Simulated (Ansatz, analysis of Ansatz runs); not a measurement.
# Reproducing a measured migration barrier: interstitial H in bcc Ta, hop from a tetrahedral to the next tetrahedral site

Aim: the migration barrier of interstitial H in bcc Ta, hop from a tetrahedral to the next tetrahedral site, to be set beside the measurement. Set-up: PBE, 32-site cell, PBE lattice, 420 eV, k: 4x4x4 Gamma-centred. The model is a cell of 32 host atoms with 1 H put in. The barrier is the energy of the highest image of a climbing band over the relaxed site that the atom leaves. A local or semilocal functional is the cheapest first rung.

Measured beforehand: Migration barrier: 0.152 eV, by Gorsky effect, pulsed-field-gradient NMR, Mössbauer motional narrowing (T > 250 K); average of cited values (quoted in “Explainable Machine Learning for Hydrogen Diffusion in Metals and Random Binary Alloys”, 2023, G. M. Lu et al., quoting earlier work (1976)).

Calculated with Ansatz 0.2.0; plane-wave PAW DFT, PBE; relaxation of all atoms of a defect supercell.

### Step 1. The starting structure

The cell holds 33 atoms: 32 Ta and 1 H. Its edges and angles: a = 9.392 Å, b = 9.392 Å, c = 9.392 Å, α = 60.0°, β = 60.0°, γ = 60.0°. It derives from Ta (space group Im-3m). Nearest the centre at fractional (0.312, 0.438, 0.562): H33 at 0.00 Å, Ta14 at 1.86 Å, Ta29 at 1.86 Å, Ta7 at 1.86 Å, Ta4 at 1.86 Å, Ta22 at 2.99 Å, Ta13 at 2.99 Å, Ta11 at 2.99 Å.

The host's primitive cell comes from a first run (plane-wave PAW DFT, PBE; relaxation of the host's cell and atoms): vectors of 2.876, 2.876 and 2.876 Å. That is 18.31 Å³ an atom, 1.6 % over the diffraction cell's volume. The supercell is built on it.

### Step 2. Relaxation, charge 0

A barrier counts from a true minimum, so both ends of the jump are relaxed first.

start/input.yaml reads:

```yaml
relax:
  f_tol: 0.02
  max_steps: 80
  escape_saddle: false
crystal:
  lattice:
    - [0.0, 6.64119614, 6.64119614]
    - [6.64119614, 0.0, 6.64119614]
    - [6.64119614, 6.64119614, 0.0]
  atoms:
    - { symbol: Ta, position: [0.0, 0.0, 0.0] }
    - { symbol: Ta, position: [0.125, 0.125, 0.125] }
    - { symbol: Ta, position: [0.25, 0.25, 0.25] }
    - { symbol: Ta, position: [0.375, 0.375, 0.375] }
    - { symbol: Ta, position: [0.0, 0.0, 0.5] }
    - { symbol: Ta, position: [0.125, 0.125, 0.625] }
    - { symbol: Ta, position: [0.25, 0.25, 0.75] }
    - { symbol: Ta, position: [0.375, 0.375, 0.875] }
    - { symbol: Ta, position: [0.0, 0.5, 0.0] }
    - { symbol: Ta, position: [0.125, 0.625, 0.125] }
    - { symbol: Ta, position: [0.25, 0.75, 0.25] }
    - { symbol: Ta, position: [0.375, 0.875, 0.375] }
    - { symbol: Ta, position: [0.0, 0.5, 0.5] }
    - { symbol: Ta, position: [0.125, 0.625, 0.625] }
    - { symbol: Ta, position: [0.25, 0.75, 0.75] }
    - { symbol: Ta, position: [0.375, 0.875, 0.875] }
    - { symbol: Ta, position: [0.5, 0.0, 0.0] }
    - { symbol: Ta, position: [0.625, 0.125, 0.125] }
    - { symbol: Ta, position: [0.75, 0.25, 0.25] }
    - { symbol: Ta, position: [0.875, 0.375, 0.375] }
    - { symbol: Ta, position: [0.5, 0.0, 0.5] }
    - { symbol: Ta, position: [0.625, 0.125, 0.625] }
    - { symbol: Ta, position: [0.75, 0.25, 0.75] }
    - { symbol: Ta, position: [0.875, 0.375, 0.875] }
    - { symbol: Ta, position: [0.5, 0.5, 0.0] }
    - { symbol: Ta, position: [0.625, 0.625, 0.125] }
    - { symbol: Ta, position: [0.75, 0.75, 0.25] }
    - { symbol: Ta, position: [0.875, 0.875, 0.375] }
    - { symbol: Ta, position: [0.5, 0.5, 0.5] }
    - { symbol: Ta, position: [0.625, 0.625, 0.625] }
    - { symbol: Ta, position: [0.75, 0.75, 0.75] }
    - { symbol: Ta, position: [0.875, 0.875, 0.875] }
    - { symbol: H, position: [0.3125, 0.4375, 0.5625] }
basis:
  ecutwfc: 420
  xc_grid: 2
hamiltonian:
  xc: pbe
kpoints:
  mp_grid: { grid: [4, 4, 4] }
scf:
  occupations: { method: methfessel_paxton, width: 0.1 }
  max_iter: 120
output:
  forces: true
checkpoint:
  write: "../start.run"
  compress: false
  write_wavefunctions: true
  write_every: 100000
```

Run with:

```sh
ansatz run input.yaml --threads 8 --pin off --max-ram 14131MiB --backend cpu --events-out ev --progress --plain --runs-dir out
```

Numbers of over 12 decimals in the logs are rounded to 6 here.

What it wrote:

```text
[... repeated set-up lines and file paths are left out, and long positions are rounded to six places ...]
Engine: ansatz 0.2.0, aarch64-unknown-linux-gnu
Pseudopotentials: kind: paw
Pseudopotential: Ta, paw, valence charge 13, recommended cutoff 420 eV (normal), Ta.paw.azcp
Pseudopotential: H, paw, valence charge 1, recommended cutoff 420 eV (normal), H.paw.azcp
Functional definition: PBE
  parameter kappa = 0.804
  parameter beta = 0.066725
  exchange = pbe_x(kappa = kappa, mu = beta*pi^2/3)
  correlation = pbe_c(beta = beta)
Crystal: 33 atoms, lattice volume = 585.826 Å³
Basis set: ecut = 420 eV, 11575 PW (Γ), exchange–correlation on 128×128×128 points (8 copies of the dense FFT grid, shifted against one another)
Bands: 251, of which v1, the nominal top of the filled ones, is band 209 counted from 1 (208 counted from 0)
Symmetry: 8 space group operations
Space group: I-42m (ITA 121), of the structure as read, at distance tolerance 8.4e-5 Å
k-points: 13 of 64 (time reversal used)
Non-local potential: Ta, projectors of the file, l = 0: 3, l = 1: 2, l = 2: 2, l = 3: 1
Non-local potential: H, projectors of the file, l = 0: 2, l = 1: 1
PAW form: soft (Blöchl's): semilocal exchange-correlation on the pseudo side does not see the compensation charge
PAW one-centre angular grid: Ta, 590 points (default); XC on 64 Gauss nodes
PAW one-centre angular grid: H, 110 points (default); XC on 64 Gauss nodes
Initial density: superposition of atomic densities (neutral atoms: chi_scale 0, normalization atom), corrected by the library's trained network
Initial wavefunctions: pseudopotential atomic-orbital guess
Functional: x = pbe(κ = 0.804, μ = 0.219515), c = pbe(β = 0.066725)
SCF iter   1: F=—  HF=-317848.177777 eV  |F-HF|=—  |Δ(HF+E_count)|=         —  Δρ=2.99e-3  dr2=1.38e-1  ethr=1.77e-3  ⟨swp⟩=6.7  Hψ=13519  notcnv=0  defer=5
preconditioner: auto → Kerker (q_TF=auto, 2.578 Å⁻¹)  [metal: Δε(μ)=0.017 eV  Ē_g=4.170 eV  σ=0.100 eV  W_gap=0.14  n_scr=168 (ndim 8)  ℏωp=19.5 eV  f_vac=0.000  D(μ)=30.94/eV (n_scr^D=282)]
SCF iter   2: F=—  HF=-317848.165586 eV  |F-HF|=—  |Δ(HF+E_count)|=   1.22e-2  S|Δr|=    0.00e0  Δρ=1.59e-3  dr2=1.28e-2  ethr=3.31e-5  ⟨swp⟩=1.7  Hψ=3995  notcnv=0  defer=6
SCF iter   3: F=—  HF=-317848.166939 eV  |F-HF|=—  |Δ(HF+E_count)|=   1.35e-3  S|Δr|=    0.00e0  Δρ=6.54e-4  dr2=2.85e-3  ethr=3.06e-6  ⟨swp⟩=2.0  Hψ=3551  notcnv=0  defer=6
SCF iter   4: F=—  HF=-317848.167982 eV  |F-HF|=—  |Δ(HF+E_count)|=   1.04e-3  S|Δr|=    0.00e0  Δρ=1.12e-4  dr2=1.64e-4  ethr=6.83e-7  ⟨swp⟩=2.0  Hψ=3732  notcnv=0  defer=6
SCF iter   5: F=-317848.167971 eV  HF=-317848.167972 eV  |F-HF|=1.24e-6  |Δ(HF+E_count)|=   1.06e-5  S|Δr|=    0.00e0  Δρ=4.21e-5  dr2=7.58e-6  ethr=2.40e-9  ⟨swp⟩=3.0  Hψ=11284  notcnv=0
SCF 1 converged in 5 iterations: F = -317848.167971 eV  dr2 = 7.58e-6
  greatest PAW one-centre occupation: 0.999 electrons in one spin orbital (limit 2), on the Ta atom at site 13 (counted from 0), in its partial waves of l = 0
relax step   1: F+E_penalty+E_count = -317848.16797058 eV  Δ(F+E_penalty+E_count) = +0.000e0 eV  max|allowed force component| = 1.027e0 eV/Å  Δτ_max = 0.0000 Å  (5 SCF iters, dr2 threshold 1.00e-5 eV, accepted)
[... the SCF cycles and remarks between the steps are left out from here to the last step ...]
relax step   2: F+E_penalty+E_count = -317848.05833222 eV  Δ(F+E_penalty+E_count) = +1.096e-1 eV  max|allowed force component| = 1.017e0 eV/Å  Δτ_max = 0.1466 Å  (6 SCF iters, dr2 threshold 6.59e-5 eV, rejected (line search))
relax step   3: F+E_penalty+E_count = -317848.31890277 eV  Δ(F+E_penalty+E_count) = -1.509e-1 eV  max|allowed force component| = 7.336e-2 eV/Å  Δτ_max = 0.0590 Å  (8 SCF iters, accepted)
relax step   4: F+E_penalty+E_count = -317848.32034679 eV  Δ(F+E_penalty+E_count) = -1.444e-3 eV  max|allowed force component| = 3.819e-2 eV/Å  Δτ_max = 0.0123 Å  (6 SCF iters, accepted)
SCF iter   1: F=—  HF=-317848.321363 eV  |F-HF|=—  |Δ(HF+E_count)|=         —  Δρ=4.81e-4  dr2=3.51e-3  ethr=1.28e-5  ⟨swp⟩=4.0  Hψ=6337  notcnv=0  defer=341
SCF iter   2: F=—  HF=-317848.321122 eV  |F-HF|=—  |Δ(HF+E_count)|=   2.41e-4  S|Δr|=    0.00e0  Δρ=2.45e-4  dr2=3.72e-4  ethr=8.42e-7  ⟨swp⟩=1.2  Hψ=3759  notcnv=0  defer=339
SCF iter   3: F=—  HF=-317848.321092 eV  |F-HF|=—  |Δ(HF+E_count)|=   3.09e-5  S|Δr|=    0.00e0  Δρ=1.02e-4  dr2=6.12e-5  ethr=8.92e-8  ⟨swp⟩=2.0  Hψ=3561  notcnv=0  defer=339
SCF iter   4: F=—  HF=-317848.322019 eV  |F-HF|=—  |Δ(HF+E_count)|=   9.28e-4  S|Δr|=    0.00e0  Δρ=2.17e-5  dr2=7.34e-6  ethr=1.47e-8  ⟨swp⟩=2.0  Hψ=3890  notcnv=0  defer=339
SCF iter   5: F=—  HF=-317848.322019 eV  |F-HF|=—  |Δ(HF+E_count)|=   7.65e-7  S|Δr|=    0.00e0  Δρ=6.69e-6  dr2=1.41e-7  ethr=1.76e-9  ⟨swp⟩=2.0  Hψ=3928  notcnv=0  defer=339
SCF iter   6: F=-317848.322019 eV  HF=-317848.322019 eV  |F-HF|=7.33e-9  |Δ(HF+E_count)|=   1.51e-9  S|Δr|=    0.00e0  Δρ=9.93e-7  dr2=9.86e-9  ethr=2.40e-11  ⟨swp⟩=4.7  Hψ=10047  notcnv=0
SCF 5 converged in 6 iterations: F = -317848.322019 eV  dr2 = 9.86e-9
relax step   5: F+E_penalty+E_count = -317848.32201860 eV  Δ(F+E_penalty+E_count) = -1.672e-3 eV  max|allowed force component| = 1.952e-3 eV/Å  Δτ_max = 0.0060 Å  (6 SCF iters, accepted)
NSCF: frozen V_eff on 13 k-points
the band table was solved once a step of the walk had ended and its energy, with any forces and stress, was formed, with the checks that follow a solve (13024 applications of the Hamiltonian). They found nothing against the state; [...]
SCF converged after 6 iterations
Stability not checked: this state was not tested for a lower state beside it, because cold or Methfessel-Paxton smearing, or corrected tetrahedra, fill the levels in a way that the test cannot read (fill_not_monotonic; see scf.lower_state_search)
Free energy (F): -317848.322019 eV
Harris-Foulkes:  -317848.322019 eV  (|F-HF|=7.33e-9)
Internal energy: -317848.334185 eV  (E = F + TS)
E sigma→0 (E₀):  -317848.325060 eV
Entropy (-TS):   0.012166 eV (0.369 meV/atom)
Fermi energy:    18.320555 eV
--- Per-component energies (eV) ---
  E_band       = -3436.668457
  E_kinetic    = 11717.358172
  E_local      = -17784.490275  (includes V_loc(G=0)·N_el)
  E_nonlocal   = 472.029828
  E_hartree    = 6156.405960
  E_xc         = -6998.218508
  E_vxc        = -6539.188551  (∫ρ·V_xc dr)
  E_paw        = -268691.962253  (= ΣΔE_a)
  E_vpaw       = -3615.192548  (= ΣTr[D̂ρ^β])
  E_aug_tail   = 0.003064  (compensation charges beyond the density's cutoff)
  E_ewald      = -42719.460173
  E_smearing   = 0.012166  (= −TS)
  E_closure    = -0.000000  (closes the sum)
  Σ components = -317848.322019   (vs F -317848.322019, Δ=0.00e0)
--- Forces (eV/Å), atoms counted from 1 ---
  atom   1  Ta     0.00000000    -0.00059641    -0.00096318
  atom   2  Ta     0.00022008     0.00031386     0.00002244
  atom   3  Ta     0.00002244    -0.00031386    -0.00022008
  atom   4  Ta    -0.00195225     0.00107987     0.00000000
  atom   5  Ta    -0.00002244    -0.00031386     0.00022008
  atom   6  Ta    -0.00043284    -0.00008888    -0.00032182
  atom   7  Ta    -0.00000000    -0.00107987    -0.00195225
  atom   8  Ta    -0.00055216     0.00048914     0.00000000
  atom   9  Ta     0.00032182     0.00008888    -0.00043284
  atom  10  Ta    -0.00057339    -0.00018101     0.00000000
  atom  11  Ta     0.00000000    -0.00048914    -0.00055216
  atom  12  Ta     0.00043284    -0.00008888     0.00032182
  atom  13  Ta     0.00000000    -0.00048914     0.00055216
  atom  14  Ta     0.00195225     0.00107987     0.00000000
  atom  15  Ta     0.00032182     0.00008888     0.00043284
  atom  16  Ta    -0.00022008     0.00031386     0.00002244
  atom  17  Ta    -0.00000000     0.00018101    -0.00057339
  atom  18  Ta    -0.00096318     0.00059641    -0.00000000
  atom  19  Ta    -0.00032182     0.00008888     0.00043284
  atom  20  Ta    -0.00022008     0.00031386    -0.00002244
  atom  21  Ta    -0.00032182     0.00008888    -0.00043284
  atom  22  Ta     0.00055216     0.00048914     0.00000000
  atom  23  Ta    -0.00000000     0.00018101     0.00057339
  atom  24  Ta     0.00043284    -0.00008888    -0.00032182
  atom  25  Ta     0.00002244    -0.00031386     0.00022008
  atom  26  Ta    -0.00043284    -0.00008888     0.00032182
  atom  27  Ta     0.00000000    -0.00059641     0.00096318
  atom  28  Ta     0.00057339    -0.00018101    -0.00000000
  atom  29  Ta    -0.00000000    -0.00107987     0.00195225
  atom  30  Ta     0.00022008     0.00031386    -0.00002244
  atom  31  Ta    -0.00002244    -0.00031386    -0.00022008
  atom  32  Ta     0.00096318     0.00059641    -0.00000000
  atom  33  H      0.00000000     0.00000000     0.00000000
  max |Σ_I F_I| component: 7.37e-18 eV/Å
--- Band table (eV; the first three rows and the last of 13) ---
  k-point 0: bands = ["-48.8058", "-48.7621", "-48.7621", "-48.7527", [... 243 left out ...] "22.2952", "22.3086", "22.3313", "22.3439"]
  k-point 1: bands = ["-48.8011", "-48.7685", "-48.7621", "-48.7554", [... 243 left out ...] "22.0758", "22.1151", "22.1407", "22.1539"]
  [... further k-points left out ...]
--- Relaxed structure (5 steps of the walk, 4 accepted, 0 SCFs on fresh bases) ---
  F+E_penalty+E_count = -317848.32201860 eV   max|allowed force component| = 1.952e-3 eV/Å
  atoms:
    - { symbol: Ta, position: [-0.000111, -4.9770940388019685e-5, 4.97709403880197e-5] }
    - { symbol: Ta, position: [0.124061, 0.124083, 0.126443] }
    - { symbol: Ta, position: [0.250413, 0.249061, 0.249083] }
    - { symbol: Ta, position: [0.376624, 0.373376, 0.368263] }
    - { symbol: Ta, position: [-0.000917, 0.001443, 0.500413] }
    - { symbol: Ta, position: [0.124690, 0.124825, 0.625588] }
    - { symbol: Ta, position: [0.248376, 0.243263, 0.756737] }
    - { symbol: Ta, position: [0.375889, 0.374111, 0.876385] }
    - { symbol: Ta, position: [-0.000175, 0.500588, -0.000103] }
    - { symbol: Ta, position: [0.124841, 0.625159, 0.124562] }
    - { symbol: Ta, position: [0.249111, 0.751385, 0.248615] }
    - { symbol: Ta, position: [0.375588, 0.874897, 0.374690] }
    - { symbol: Ta, position: [-0.001385, 0.500889, 0.499111] }
    - { symbol: Ta, position: [0.118263, 0.631737, 0.626624] }
    - { symbol: Ta, position: [0.249412, 0.750175, 0.750310] }
    - { symbol: Ta, position: [0.374587, 0.873557, 0.875917] }
    - { symbol: Ta, position: [0.500159, -0.000438, 0.000438] }
    - { symbol: Ta, position: [0.625111, 0.124889, 0.124950] }
    - { symbol: Ta, position: [0.749897, 0.249690, 0.249825] }
    - { symbol: Ta, position: [0.876443, 0.375413, 0.374061] }
    - { symbol: Ta, position: [0.500310, 0.000103, 0.499412] }
    - { symbol: Ta, position: [0.626385, 0.123615, 0.625889] }
    - { symbol: Ta, position: [0.750438, 0.249841, 0.750159] }
    - { symbol: Ta, position: [0.875103, 0.374412, 0.875175] }
    - { symbol: Ta, position: [0.500939, 0.499587, -0.001443] }
    - { symbol: Ta, position: [0.625175, 0.625310, 0.125103] }
    - { symbol: Ta, position: [0.750050, 0.750111, 0.249889] }
    - { symbol: Ta, position: [0.874562, 0.875438, 0.374841] }
    - { symbol: Ta, position: [0.506737, 0.501624, 0.498376] }
    - { symbol: Ta, position: [0.625917, 0.625939, 0.624587] }
    - { symbol: Ta, position: [0.748557, 0.750917, 0.750939] }
    - { symbol: Ta, position: [0.874950, 0.875050, 0.875111] }
    - { symbol: H, position: [0.3125, 0.437500, 0.5625] }
```

It took 2.1 min on 8 threads of Arm Neoverse V2, shared host; peak memory 6.5 GiB.

Step by step:

```tsv
step	energy less that of the first step (eV)	largest force component (eV/Å)
1	0.0000	1.0272
2	0.1096	1.0172
3	-0.1509	0.0734
4	-0.1524	0.0382
5	-0.1540	0.0020
```

Relaxation step 2 was tried and not accepted.

The run keeps the 8 symmetry operations that it works with, so distortions that break them were not tested.

The atoms that moved most (Å):

```tsv
atom	dx	dy	dz	length
Ta29	0.000	0.034	0.056	0.065
Ta4	-0.056	-0.034	0.000	0.065
Ta7	0.000	0.034	-0.056	0.065
Ta14	0.056	-0.034	0.000	0.065
Ta8	0.003	0.015	0.000	0.015
Ta11	0.000	-0.015	0.003	0.015
Ta13	0.000	-0.015	-0.003	0.015
Ta22	-0.003	0.015	0.000	0.015
```

Neighbours of H33 at the end:

```tsv
atom	distance (Å)
Ta14	1.921
Ta29	1.921
Ta7	1.921
Ta4	1.921
Ta22	3.008
Ta11	3.008
Ta13	3.008
Ta8	3.008
```

This step gave:

- free energy: -317848.3220 eV
- smearing term TS: -0.01217 eV

The other runs of this kind differ in structure, charge or spin alone:

```tsv
run	outcome	energy less the first (eV)	moment (μB)	time
relaxation, charge 0	converged	0.0000	0.00	2.1 min
relaxation, charge 0	converged	0.0000	0.00	2.1 min
```

The relaxation ends 4.7 meV an atom lower, with a largest force component of 0.0020 eV/Å.

[end of part 1 of 2]

[Logs are printed without paths, hosts, clocks, repeated set-up lines and the standing remarks that a program may print on its own settings, such as how far it seeks lower states.]

[Hosts, paths, dates, database ids (printed as entryN), source tags and the programs' standing remarks are cut or masked in the printed files.]

[For some hosts the program warned that the k-mesh of the response run may be too coarse for force constants and the static dielectric constant; such warnings are not shown here.]
